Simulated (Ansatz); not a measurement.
# Sn2C (model cell, started as antifluorite): a soft mode frozen in, part 2 of 3

Which phase does Sn2C (model cell, started as antifluorite) fall into along its unstable mode, and how much energy does it gain?

Ansatz 0.2.0; DFT PBEsol, scalar-relativistic, plane waves, PAW.

So far, highest frequency on the path or at a solved wavevector (cm⁻¹): step 2 (response at finite wavevector) 139. Also lowest frequency on the path (cm⁻¹): step 2 -270.

The structure was built from a prototype and need not be the compound's stable phase.

## (4) The mode frozen in, largest atomic shift 0.45 Å

The atoms are moved along the unstable eigenvector, the largest shift by 0.45 Å, with the cell fixed.

input.yaml reads:

```yaml
crystal:
  lattice:
    - [0.0, 3.1280718686, 3.1280718686]
    - [-3.1280718686, 3.1280718686, 0.0]
    - [-3.1280718686, -3.1280718686, 6.2561437372]
  atoms:
    - { symbol: C, position: [-0.0415283971, 0.0207641985, 0.0622925956] }
    - { symbol: C, position: [0.0415283971, 0.4792358015, 0.4377074044] }
    - { symbol: Sn, position: [0.7498985044, 0.6250507478, 0.8751522434] }
    - { symbol: Sn, position: [0.7501014956, 0.1249492522, 0.3748477566] }
    - { symbol: Sn, position: [0.2501014956, 0.8749492522, 0.6248477566] }
    - { symbol: Sn, position: [0.2498985044, 0.3750507478, 0.1251522434] }
kpoints:
  mp_grid: { grid: [12, 12, 12] }
hamiltonian:
  xc: pbesol
scf:
  occupations: { method: methfessel_paxton, width: 0.2 }
output:
  forces: true
  stress: true
  eigenvalues: true
```

Launch:

```sh
$ ansatz run input.yaml --threads 4 --pin off --max-ram 7168MiB --backend cpu --events-out ev --progress --plain --runs-dir out
```

Numbers of over 12 decimals in the logs are rounded to 6 here.

What it wrote:

```text
[...]
Crystal: 6 atoms, lattice volume = 122.431 Å³
Basis set: ecut = 420 eV, 2437 PW (Γ), exchange–correlation on 60×60×108 points (8 copies of the dense FFT grid, shifted against one another)
Bands: 39, of which v1, the nominal top of the filled ones, is band 32 counted from 1 (31 counted from 0)
Symmetry: 12 space group operations
[...]
k-points: 189 of 1728
[...]
k-point 0: bands = [... 28 lower, 9.1004, 9.1180, 9.1180, 10.0841, 10.3068, 10.3068, 11.1081, 11.1081, ... 3 higher]
  k-point 1: bands = [... 28 lower, 9.0858, 9.0858, 9.2423, 10.2800, 10.3528, 10.3528, 11.1240, 11.1240, ... 3 higher]
  k-point 2: bands = [... 28 lower, 9.0067, 9.0067, 9.4218, 10.4693, 10.4693, 10.6491, 11.1715, 11.1715, ... 3 higher]
  k-point 188: bands = [... 28 lower, 8.2226, 8.4909, 10.2914, 11.2199, 11.7873, 11.8003, 12.0424, 13.0960, ... 3 higher]
[key lines of the parts left out:]
SCF converged after 8 iterations
Free energy (F): -24284.662005 eV
Fermi energy:    10.624422 eV
P = ⅓ Tr σ = -0.9235 GPa (-9.235 kbar)
```

It took 14 s on 4 threads of Arm Neoverse V2, shared host; peak memory 0.86 GiB.

Numbers from this step:

```
pressure                         : -0.9235 GPa
energy from the undistorted cell : -46.64 meV/atom
```

The energy, extrapolated to zero smearing, is -46.64 meV/atom against the undistorted cell.

The run ends at a pressure of -0.92 GPa, with forces up to 0.84 eV/Å.

## (5) Energy along the mode, all amplitudes (two of the runs are shown above)

An imaginary frequency means negative curvature, so the energy should fall and then rise again as anharmonic terms take over.

This step gave:

```yaml
depth_at_the_lowest_point_sampled: 46.64 meV/atom
largest_atomic_shift_at_that_point: 0.45 Å
```

Table of energy from the parent by largest atomic shift:

```tsv
largest atomic shift (Å)	energy from the parent (meV/atom)
0.000	0
0.040	-0.822
0.080	-3.26
0.140	-9.80
0.220	-22.6
0.320	-39.3
0.450	-46.6
0.600	-9.32
```

Displacement at unit largest shift by atom:

```tsv
atom	x (Å)	y (Å)	z (Å)	size
C1	-0.577	-0.577	0.577	0.999
C2	0.577	0.577	-0.577	0.999
Sn3	-0.001	-0.001	0.001	0.002
Sn4	0.001	0.001	-0.001	0.002
Sn5	0.001	0.001	-0.001	0.002
Sn6	-0.001	-0.001	0.001	0.002
```

The lowest of the steps tried is at 0.45 Å, 46.6 meV/atom below the parent; the bottom of the well need not coincide with a step.

## (6) Relaxing from the distorted cell

Starting from the lowest point found, all atoms and the cell are let go, so that strain and other modes of the same symmetry can join in.

Changes to input.yaml since step 4:

```diff
@@ -22 +22,6 @@
   eigenvalues: true
+relax:
+  adjacent_minimum: "off"
+  f_tol: 0.002
+  max_steps: 120
+  cell: { stress_tol: 0.03 }
```

What it wrote:

```text
[...]
Crystal: 6 atoms, lattice volume = 122.431 Å³
Basis set: ecut = 420 eV, 2437 PW (Γ), exchange–correlation on 60×60×108 points (8 copies of the dense FFT grid, shifted against one another)
Bands: 39, of which v1, the nominal top of the filled ones, is band 32 counted from 1 (31 counted from 0)
Symmetry: 12 space group operations
[...]
k-points: 189 of 1728
[...]
SCF iter   1: F=—  HF=-24284.700970 eV  |F-HF|=—  |Δ(HF+E_count)|=         —  Δρ=9.65e-3  dr2=1.71e-1  ethr=1.77e-3  ⟨swp⟩=6.1  Hψ=30596  notcnv=0
[...]
SCF iter   8: F=-24284.662005 eV  HF=-24284.662005 eV  |F-HF|=9.84e-9  |Δ(HF+E_count)|=   4.87e-8  S|Δr|=    0.00e0  Δρ=4.06e-6  dr2=1.98e-8  ethr=1.56e-10  ⟨swp⟩=9.7  Hψ=32424  notcnv=0
SCF 1 converged in 8 iterations: F = -24284.662005 eV  dr2 = 1.98e-8
[...]
relax step   1: F+E_penalty+E_count = -24284.66200514 eV  Δ(F+E_penalty+E_count) = +0.000e0 eV  max|allowed force component| = 4.839e-1 eV/Å  Δτ_max = 0.0000 Å  P = -0.923 GPa  Ω = 122.431 Å³  (8 SCF iters, dr2 threshold 1.00e-7 eV, accepted)
Crystal: 6 atoms, lattice volume = 118.623 Å³
Basis set: ecut = 420 eV, 2317 PW (Γ), exchange–correlation on 60×60×108 points (8 copies of the dense FFT grid, shifted against one another)
[...]
SCF iter   7: F=-24284.815502 eV  HF=-24284.815502 eV  |F-HF|=1.08e-7  |Δ(HF+E_count)|=   2.18e-8  S|Δr|=    0.00e0  Δρ=9.16e-6  dr2=2.25e-7  ethr=9.37e-10  ⟨swp⟩=7.3  Hψ=33189  notcnv=0
SCF 2 converged in 7 iterations: F = -24284.815502 eV  dr2 = 2.25e-7
relax step   2: F+E_penalty+E_count = -24284.81550239 eV  Δ(F+E_penalty+E_count) = -1.535e-1 eV  max|allowed force component| = 3.082e-1 eV/Å  Δτ_max = 0.1686 Å  P = +0.280 GPa  Ω = 118.623 Å³  energy of the carried Pulay correction = +2.999e-3 eV  (7 SCF iters, dr2 threshold 6.00e-7 eV, accepted)
Crystal: 6 atoms, lattice volume = 120.250 Å³
Basis set: ecut = 420 eV, 2341 PW (Γ), exchange–correlation on 60×60×108 points (8 copies of the dense FFT grid, shifted against one another)
[...]
SCF iter   6: F=-24284.872646 eV  HF=-24284.872646 eV  |F-HF|=2.48e-8  |Δ(HF+E_count)|=   7.11e-8  S|Δr|=    0.00e0  Δρ=6.80e-6  dr2=1.00e-7  ethr=9.37e-10  ⟨swp⟩=7.3  Hψ=29925  notcnv=0
SCF 3 converged in 6 iterations: F = -24284.872646 eV  dr2 = 1.00e-7
relax step   3: F+E_penalty+E_count = -24284.87264645 eV  Δ(F+E_penalty+E_count) = -5.714e-2 eV  max|allowed force component| = 4.101e-2 eV/Å  Δτ_max = 0.0565 Å  P = -0.301 GPa  Ω = 120.250 Å³  energy of the carried Pulay correction = +1.706e-3 eV  (6 SCF iters, dr2 threshold 6.00e-7 eV, accepted)
[... from here on, the SCF cycles and remarks between the steps are left out ...]
relax step   4: F+E_penalty+E_count = -24284.92863724 eV  Δ(F+E_penalty+E_count) = -5.599e-2 eV  max|allowed force component| = 1.518e-1 eV/Å  Δτ_max = 0.0587 Å  P = +0.541 GPa  Ω = 119.706 Å³  energy of the carried Pulay correction = +2.137e-3 eV  (7 SCF iters, dr2 threshold 6.00e-7 eV, accepted)
relax step   5: F+E_penalty+E_count = -24285.14188460 eV  Δ(F+E_penalty+E_count) = -2.132e-1 eV  max|allowed force component| = 2.393e-1 eV/Å  Δτ_max = 0.1208 Å  P = -0.355 GPa  Ω = 121.038 Å³  energy of the carried Pulay correction = +1.086e-3 eV  (8 SCF iters, dr2 threshold 6.00e-7 eV, accepted)
relax step   6: F+E_penalty+E_count = -24285.57151194 eV  Δ(F+E_penalty+E_count) = -4.296e-1 eV  max|allowed force component| = 3.209e-1 eV/Å  Δτ_max = 0.1238 Å  P = +0.191 GPa  Ω = 119.414 Å³  energy of the carried Pulay correction = +2.368e-3 eV  (8 SCF iters, dr2 threshold 6.00e-7 eV, accepted)
relax step   7: F+E_penalty+E_count = -24285.97564967 eV  Δ(F+E_penalty+E_count) = -4.041e-1 eV  max|allowed force component| = 2.247e-1 eV/Å  Δτ_max = 0.1271 Å  P = +1.468 GPa  Ω = 116.887 Å³  energy of the carried Pulay correction = +4.399e-3 eV  (8 SCF iters, dr2 threshold 6.00e-7 eV, accepted)
relax step   8: F+E_penalty+E_count = -24286.25914962 eV  Δ(F+E_penalty+E_count) = -2.835e-1 eV  max|allowed force component| = 2.487e-1 eV/Å  Δτ_max = 0.0820 Å  P = +1.507 GPa  Ω = 116.511 Å³  energy of the carried Pulay correction = +4.705e-3 eV  (7 SCF iters, dr2 threshold 6.00e-7 eV, accepted)
relax step   9: F+E_penalty+E_count = -24286.38545279 eV  Δ(F+E_penalty+E_count) = -1.263e-1 eV  max|allowed force component| = 2.265e-1 eV/Å  Δτ_max = 0.0854 Å  P = +0.727 GPa  Ω = 116.497 Å³  energy of the carried Pulay correction = +4.716e-3 eV  (7 SCF iters, dr2 threshold 6.00e-7 eV, accepted)
relax step  10: F+E_penalty+E_count = -24286.39009125 eV  Δ(F+E_penalty+E_count) = -4.638e-3 eV  max|allowed force component| = 9.518e-2 eV/Å  Δτ_max = 0.0489 Å  P = -2.154 GPa  Ω = 118.298 Å³  energy of the carried Pulay correction = +3.260e-3 eV  (7 SCF iters, dr2 threshold 6.00e-7 eV, accepted)
relax step  11: F+E_penalty+E_count = -24286.40276993 eV  Δ(F+E_penalty+E_count) = -1.268e-2 eV  max|allowed force component| = 5.762e-2 eV/Å  Δτ_max = 0.0180 Å  P = +1.747 GPa  Ω = 114.700 Å³  energy of the carried Pulay correction = +6.191e-3 eV  (7 SCF iters, dr2 threshold 6.00e-7 eV, accepted)
relax step  12: F+E_penalty+E_count = -24286.42075085 eV  Δ(F+E_penalty+E_count) = -1.798e-2 eV  max|allowed force component| = 1.382e-2 eV/Å  Δτ_max = 0.0183 Å  P = +0.212 GPa  Ω = 116.285 Å³  energy of the carried Pulay correction = +4.889e-3 eV  (6 SCF iters, dr2 threshold 6.00e-7 eV, accepted)
relax step  13: F+E_penalty+E_count = -24286.42080863 eV  Δ(F+E_penalty+E_count) = -5.778e-5 eV  max|allowed force component| = 4.821e-3 eV/Å  Δτ_max = 0.0019 Å  P = -0.032 GPa  Ω = 116.531 Å³  energy of the carried Pulay correction = +4.688e-3 eV  (5 SCF iters, dr2 threshold 1.17e-7 eV, accepted)
relax step  14: F+E_penalty+E_count = -24286.42083163 eV  Δ(F+E_penalty+E_count) = -2.300e-5 eV  max|allowed force component| = 1.755e-3 eV/Å  Δτ_max = 0.0004 Å  P = -0.005 GPa  Ω = 116.514 Å³  energy of the carried Pulay correction = +4.702e-3 eV  (5 SCF iters, dr2 threshold 4.22e-9 eV, accepted)
relax step  15: F+E_penalty+E_count = -24286.78919063 eV  Δ(F+E_penalty+E_count) = -3.684e-1 eV  max|allowed force component| = 5.019e-2 eV/Å  Δτ_max = 0.0000 Å  P = +3.065 GPa  Ω = 116.514 Å³  stress off target by 9.05e0 GPa  SCF on the basis re-selected at this cell (its energy is not comparable with the rows above)  (10 SCF iters)
relax step  16: F+E_penalty+E_count = -24286.98118843 eV  Δ(F+E_penalty+E_count) = -1.920e-1 eV  max|allowed force component| = 1.101e-1 eV/Å  Δτ_max = 0.0234 Å  P = +2.709 GPa  Ω = 117.541 Å³  energy of the carried Pulay correction = -1.281e-3 eV  (6 SCF iters, dr2 threshold 6.00e-7 eV, accepted)
relax step  17: F+E_penalty+E_count = -24287.11039947 eV  Δ(F+E_penalty+E_count) = -1.292e-1 eV  max|allowed force component| = 8.208e-2 eV/Å  Δτ_max = 0.0255 Å  P = +1.496 GPa  Ω = 120.412 Å³  energy of the carried Pulay correction = -4.375e-3 eV  (6 SCF iters, dr2 threshold 6.00e-7 eV, accepted)
relax step  18: F+E_penalty+E_count = -24287.17998963 eV  Δ(F+E_penalty+E_count) = -6.959e-2 eV  max|allowed force component| = 4.637e-2 eV/Å  Δτ_max = 0.0210 Å  P = +0.523 GPa  Ω = 123.413 Å³  energy of the carried Pulay correction = -7.530e-3 eV  (6 SCF iters, dr2 threshold 6.00e-7 eV, accepted)
relax step  19: F+E_penalty+E_count = -24287.19492579 eV  Δ(F+E_penalty+E_count) = -1.494e-2 eV  max|allowed force component| = 4.105e-2 eV/Å  Δτ_max = 0.0294 Å  P = +0.103 GPa  Ω = 126.264 Å³  energy of the carried Pulay correction = -1.045e-2 eV  (7 SCF iters, dr2 threshold 6.00e-7 eV, accepted)
relax step  20: F+E_penalty+E_count = -24287.19607216 eV  Δ(F+E_penalty+E_count) = -1.146e-3 eV  max|allowed force component| = 1.235e-2 eV/Å  Δτ_max = 0.0088 Å  P = -0.027 GPa  Ω = 126.220 Å³  energy of the carried Pulay correction = -1.040e-2 eV  (7 SCF iters, dr2 threshold 1.05e-7 eV, accepted)
relax step  21: F+E_penalty+E_count = -24287.19625703 eV  Δ(F+E_penalty+E_count) = -1.849e-4 eV  max|allowed force component| = 2.080e-3 eV/Å  Δτ_max = 0.0017 Å  P = -0.022 GPa  Ω = 126.163 Å³  energy of the carried Pulay correction = -1.033e-2 eV  (5 SCF iters, dr2 threshold 3.40e-8 eV, accepted)
relax step  22: F+E_penalty+E_count = -24287.19632572 eV  Δ(F+E_penalty+E_count) = -6.869e-5 eV  max|allowed force component| = 1.887e-4 eV/Å  Δτ_max = 0.0006 Å  P = -0.000 GPa  Ω = 126.100 Å³  energy of the carried Pulay correction = -1.027e-2 eV  (7 SCF iters, dr2 threshold 2.59e-9 eV, accepted)
relax step  23: F+E_penalty+E_count = -24287.22922506 eV  Δ(F+E_penalty+E_count) = -3.290e-2 eV  max|allowed force component| = 1.004e-2 eV/Å  Δτ_max = 0.0000 Å  P = +0.197 GPa  Ω = 126.100 Å³  stress off target by 5.91e-1 GPa  SCF on the basis re-selected at this cell (its energy is not comparable with the rows above)  (9 SCF iters)
relax step  24: F+E_penalty+E_count = -24287.23138243 eV  Δ(F+E_penalty+E_count) = -2.157e-3 eV  max|allowed force component| = 1.273e-3 eV/Å  Δτ_max = 0.0087 Å  P = +0.068 GPa  Ω = 127.047 Å³  energy of the carried Pulay correction = -8.248e-4 eV  (7 SCF iters, dr2 threshold 6.00e-7 eV, accepted)
relax step  25: F+E_penalty+E_count = -24287.23127398 eV  Δ(F+E_penalty+E_count) = +1.084e-4 eV  max|allowed force component| = 2.457e-3 eV/Å  Δτ_max = 0.0024 Å  P = -0.026 GPa  Ω = 127.456 Å³  energy of the carried Pulay correction = -1.194e-3 eV  (6 SCF iters, dr2 threshold 7.84e-8 eV, accepted)
relax step  26: F+E_penalty+E_count = -24287.23128725 eV  Δ(F+E_penalty+E_count) = -1.328e-5 eV  max|allowed force component| = 2.105e-4 eV/Å  Δτ_max = 0.0006 Å  P = +0.002 GPa  Ω = 127.450 Å³  energy of the carried Pulay correction = -1.188e-3 eV  (7 SCF iters, dr2 threshold 3.77e-10 eV, accepted)
Basis set: ecut = 420 eV, 2449 PW (Γ), exchange–correlation on 50×50×160 points (8 copies of the dense FFT grid, shifted against one another)
[...]
SCF iter   7: F=-24287.232570 eV  HF=-24287.232570 eV  |F-HF|=7.28e-12  |Δ(HF+E_count)|=    0.00e0  S|Δr|=    0.00e0  Δρ=2.76e-8  dr2=1.66e-12  ethr=1.00e-12  ⟨swp⟩=6.8  Hψ=31419  notcnv=0
SCF 27 converged in 7 iterations: F = -24287.232570 eV  dr2 = 1.66e-12
relax step  27: F+E_penalty+E_count = -24287.23256989 eV  Δ(F+E_penalty+E_count) = -1.283e-3 eV  max|allowed force component| = 3.938e-4 eV/Å  Δτ_max = 0.0000 Å  P = +0.003 GPa  Ω = 127.450 Å³  stress off target by 1.78e-2 GPa  SCF on the basis re-selected at this cell (its energy is not comparable with the rows above)  (7 SCF iters)
[...]
SCF converged after 7 iterations
[...]
Free energy (F): -24287.232570 eV
[...]
Internal energy: -24287.231664 eV  (E = F + TS)
E sigma→0 (E₀):  -24287.232343 eV
Entropy (-TS):   -0.000906 eV (-0.151 meV/atom)
Fermi energy:    9.838885 eV
[...]
--- Forces (eV/Å), atoms counted from 1 ---
  atom   1  C     -0.00000458    -0.00000458     0.00000458
  atom   2  C      0.00000458     0.00000458    -0.00000458
  atom   3  Sn    -0.00007414    -0.00007414     0.00007414
  atom   4  Sn     0.00039379     0.00039379    -0.00039379
  atom   5  Sn     0.00007414     0.00007414    -0.00007414
  atom   6  Sn    -0.00039379    -0.00039379     0.00039379
  max |Σ_I F_I| component: 2.77e-17 eV/Å
--- Stress (GPa, compression-positive) ---
        0.003335       0.007210      -0.007210
        0.007210       0.003335      -0.007210
       -0.007210      -0.007210       0.003335
  P = ⅓ Tr σ = 0.0033 GPa (0.033 kbar)
--- Band table (eV; the first three rows and the last of 189) ---
  k-point 0: bands = [... 28 lower, 8.5597, 8.9783, 8.9783, 11.4087, 11.6635, 12.6540, 13.9923, 13.9923, ... 3 higher]
  k-point 1: bands = [... 28 lower, 8.6388, 8.9783, 8.9783, 11.2778, 11.7359, 12.7514, 13.9896, 13.9896, ... 3 higher]
  k-point 2: bands = [... 28 lower, 8.8059, 8.9784, 8.9784, 11.0578, 11.8095, 13.0143, 13.9824, 13.9824, ... 3 higher]
  k-point 188: bands = [... 28 lower, 7.0456, 7.7813, 8.0583, 8.5738, 8.8084, 9.9013, 12.0491, 12.3461, ... 3 higher]
--- Relaxed structure (24 steps of the walk, 24 accepted, 3 SCFs on fresh bases) ---
  F+E_penalty+E_count = -24287.23256989 eV   max|allowed force component| = 3.938e-4 eV/Å   (the final SCF, on the basis selected at the relaxed cell)
  cell:  # Å, volume = 127.4499 Å³
    - [0.0, 2.572334, 2.572334]
    - [-2.572334, 2.572334, 0.0]
    - [-5.562975, -5.562975, 8.135310]
  atoms:
    - { symbol: C, position: [-0.096980, 0.048490, 0.145470] }
    - { symbol: C, position: [0.096980, 0.451510, 0.354530] }
    - { symbol: Sn, position: [0.763038, 0.618481, 0.855443] }
    - { symbol: Sn, position: [0.754584, 0.122708, 0.368124] }
    - { symbol: Sn, position: [0.236962, 0.881519, 0.644557] }
    - { symbol: Sn, position: [0.245416, 0.377292, 0.131876] }
```

The job ended after 6.5 min (4 threads; peak memory 0.94 GiB; 26 min of CPU time).

Step by step (22 of 27):

```tsv
step	energy less that of the first step (eV)	largest force component (eV/Å)	pressure (GPa)	volume (Å³)
1	0.0000	0.4839	-0.92	122.43
2	-0.1535	0.3082	0.28	118.62
3	-0.2106	0.0410	-0.30	120.25
5	-0.4799	0.2393	-0.36	121.04
6	-0.9095	0.3209	0.19	119.41
7	-1.3136	0.2247	1.47	116.89
8	-1.5971	0.2487	1.51	116.51
10	-1.7281	0.0952	-2.15	118.30
11	-1.7408	0.0576	1.75	114.70
12	-1.7587	0.0138	0.21	116.28
13	-1.7588	0.0048	-0.03	116.53
15*	-2.1272	0.0502	3.07	116.51
16	-2.3192	0.1101	2.71	117.54
17	-2.4484	0.0821	1.50	120.41
18	-2.5180	0.0464	0.52	123.41
20	-2.5341	0.0124	-0.03	126.22
21	-2.5343	0.0021	-0.02	126.16
22	-2.5343	0.0002	0.00	126.10
23*	-2.5672	0.0100	0.20	126.10
25	-2.5693	0.0025	-0.03	127.46
26	-2.5693	0.0002	0.00	127.45
27*	-2.5706	0.0004	0.00	127.45
```

Relaxation steps marked * repeat the geometry before them on a plane-wave basis chosen anew for their cell, so energy and pressure can jump there. Other such steps can lie between the rows shown.

Forces are held to the 12 operations that the run works with; a distortion that breaks them can't arise in this run.

```tsv
cell as run	before	after	change
a (Å)	4.424	3.638	-17.8 %
b (Å)	4.424	3.638	-17.8 %
c (Å)	7.662	11.317	+47.7 %
β (°)	73.22	80.75	+10.3 %
volume (Å³/atom)	20.41	21.24	+4.1 %
```

The atoms that moved most (Å, as changes of fractional coordinates times the final cell):

```tsv
atom	dx	dy	dz	length
C2	0.534	0.534	-0.534	0.925
C1	-0.534	-0.534	0.534	0.925
Sn5	-0.127	-0.127	0.127	0.219
Sn3	0.127	0.127	-0.127	0.219
Sn4	0.043	0.043	-0.043	0.075
Sn6	-0.043	-0.043	0.043	0.075
```

The relaxed structure:

```xyz
6
Lattice="0.0000 2.5723 2.5723 -2.5723 2.5723 0.0000 -5.5630 -5.5630 8.1353" Properties=species:S:1:pos:R:3 pbc="T T T"
C    -0.9340   -0.9340    0.9340
C    -3.1337   -0.5613    3.1337
Sn   -6.3497   -1.2051    8.9221
Sn   -2.3635    0.2088    4.9358
Sn   -5.8532   -0.7085    5.8532
Sn   -1.7041    0.8682    1.7041
```

Numbers from this step:

```
pressure        : 0.003335 GPa
volume per atom : 21.24 Å³
```

The distorted start has space group R-3m; the relaxation ends in R-3m.

## (7) The new phase in its own primitive cell

The relaxed structure is symmetrised, reduced to its primitive cell and relaxed tightly, as its phonons need.

input.yaml, the sections that differ from step 6:

```yaml
crystal:
  lattice:
    - [1.8189150791, 1.0501511106, 11.1204939235]
    - [-1.8189150791, 1.0501511106, 11.1204939235]
    - [0.0, -2.1003022212, 11.1204939235]
  atoms:
    - { symbol: C, position: [0.2984900136, 0.2984900136, 0.2984900136] }
    - { symbol: C, position: [0.7015099864, 0.7015099864, 0.7015099864] }
    - { symbol: Sn, position: [0.8684809941, 0.8684809941, 0.8684809941] }
    - { symbol: Sn, position: [0.3727079696, 0.3727079696, 0.3727079696] }
    - { symbol: Sn, position: [0.1315190059, 0.1315190059, 0.1315190059] }
    - { symbol: Sn, position: [0.6272920304, 0.6272920304, 0.6272920304] }
relax:
  adjacent_minimum: "off"
  f_tol: 0.001
  max_steps: 60
  cell: { stress_tol: 0.01 }
# kpoints, hamiltonian, scf, output: as in step 6
```

What it wrote:

```text
[...]
- [1.818826, 1.050099, 11.125115]
    - [-1.818826, 1.050099, 11.125115]
    - [0, -2.100199, 11.125115]
  atoms:
    - { symbol: C, position: [0.298499, 0.298499, 0.298499] }
    - { symbol: C, position: [0.701501, 0.701501, 0.701501] }
    - { symbol: Sn, position: [0.868470, 0.868470, 0.868470] }
    - { symbol: Sn, position: [0.372695, 0.372695, 0.372695] }
    - { symbol: Sn, position: [0.131530, 0.131530, 0.131530] }
    - { symbol: Sn, position: [0.627305, 0.627305, 0.627305] }
[key lines of the parts left out:]
SCF converged after 4 iterations
Free energy (F): -24287.232573 eV
Fermi energy:    9.833832 eV
P = ⅓ Tr σ = -0.0005 GPa (-0.005 kbar)
```

Wall time 51 s (4 threads); peak memory 0.94 GiB.

Little changed from the start: no atom moved by 0.005 Å and no cell edge by 0.1 %.

Numbers from this step:

| Property | Result |
| --- | --- |
| pressure | -4.76e-4 GPa |
| volume per atom | 21.25 Å³ |

The largest force component left is 0.69 meV/Å and the pressure is 0.000 GPa, within the tolerances set. The cell now holds 21.25 Å³/atom.

(Part 2 of 3 ends here.)

[Logs are printed without paths, hosts, clocks, repeated set-up lines and the standing remarks that a program may print on its own settings, such as how far it seeks lower states.]

[Hosts, paths, dates, database ids (printed as entryN), source tags and the programs' standing remarks are cut or masked in the printed files.]
